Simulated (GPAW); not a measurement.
A computed O K-edge spectrum of one site in a crystal of O, Sr and Ti, with its zero at a photon energy of about 525.9 eV (raw 534.8 eV, less 8.8 eV of added terms; LDA puts this hole about 4 eV below PBE, itself good to a few eV). Method: GPAW, LDA + U, excited-electron core hole (neutral cell) in a small cell, dipole transitions, broadening that rises with energy.

Energy from the lowest empty level; intensity scaled to a mean of 1 over the first 20 eV:

| E (eV) | intensity |
| --- | --- |
| -2.0 | 0.00 |
| -1.5 | 0.00 |
| -1.0 | 0.00 |
| -0.5 | 0.11 |
| 0.0 | 0.57 |
| 0.5 | 0.95 |
| 1.0 | 1.30 |
| 1.5 | 1.11 |
| 2.0 | 0.53 |
| 2.5 | 0.64 |
| 3.0 | 1.11 |
| 3.5 | 1.85 |
| 4.0 | 2.40 |
| 4.5 | 2.26 |
| 5.0 | 1.82 |
| 5.5 | 1.54 |
| 6.0 | 1.15 |
| 6.5 | 0.69 |
| 7.0 | 0.48 |
| 7.5 | 0.45 |
| 8.0 | 0.53 |
| 8.5 | 0.65 |
| 9.0 | 0.80 |
| 9.5 | 1.01 |
| 10.0 | 1.20 |
| 10.5 | 1.27 |
| 11.0 | 1.24 |
| 11.5 | 1.16 |
| 12.0 | 1.07 |
| 12.5 | 0.93 |
| 13.0 | 0.78 |
| 13.5 | 0.66 |
| 14.0 | 0.60 |
| 14.5 | 0.62 |
| 15.0 | 0.70 |
| 15.5 | 0.81 |
| 16.0 | 0.92 |
| 16.5 | 0.98 |
| 17.0 | 0.98 |
| 17.5 | 0.93 |
| 18.0 | 0.87 |
| 18.5 | 0.82 |
| 19.0 | 0.76 |
| 19.5 | 0.70 |
| 20.0 | 0.65 |
| 20.5 | 0.60 |
| 21.0 | 0.56 |
| 21.5 | 0.54 |
| 22.0 | 0.52 |
| 22.5 | 0.51 |
| 23.0 | 0.51 |
| 23.5 | 0.51 |
| 24.0 | 0.53 |
| 24.5 | 0.56 |
| 25.0 | 0.59 |
| 25.5 | 0.63 |
| 26.0 | 0.67 |
| 26.5 | 0.70 |
| 27.0 | 0.74 |
| 27.5 | 0.77 |
| 28.0 | 0.80 |
| 28.5 | 0.84 |
| 29.0 | 0.89 |
| 29.5 | 0.93 |
| 30.0 | 0.97 |
| 30.5 | 1.01 |
| 31.0 | 1.04 |
| 31.5 | 1.06 |

What surroundings does the absorber have?

A K edge sees empty p states; the first features are O p mixed into the empty d states of the Ti neighbours, and the broad ones above probably into the cations' higher empty bands. It is atom 8 of Sr2Ti2O5 (Cmmm), with 2 Ti at 1.99 Å (linear, site symmetry 2/m). Its main maxima below 24 eV lie at 1.2 eV (1.37), 4.1 eV (2.42), 10.5 eV (1.27) and 16.7 eV (0.98). A near-edge spectrum doesn't fix the structure by itself; it is matched against candidates. The unit cell's mesh shows no gap over 0.35 eV. That is right for a metallic compound; for a small-gap or correlated insulator it would be the fault of the functional or of the assumed magnetic order, and the hole would be screened too well. The crystal has 3 inequivalent O sites and not all are shown here, while a measurement adds them all. The mesh is coarse (0.28 Å⁻¹ between points), so small maxima may be mesh ripples. The structure is a computed Materials Project entry and may be a hypothetical form.

[Hosts, paths, dates, database ids (printed as entryN), source tags and the programs' standing remarks are cut or masked in the printed files.]

[Lists of maxima count a maximum above −3 eV only where it reaches 4 % of the highest in the window and stands out from its surroundings by 2 % of it (1.5 % where it reaches 55 %); shoulders and weaker maxima are passed over, and of the rest the first, up to two pre-edge ones and the few strongest are named.]
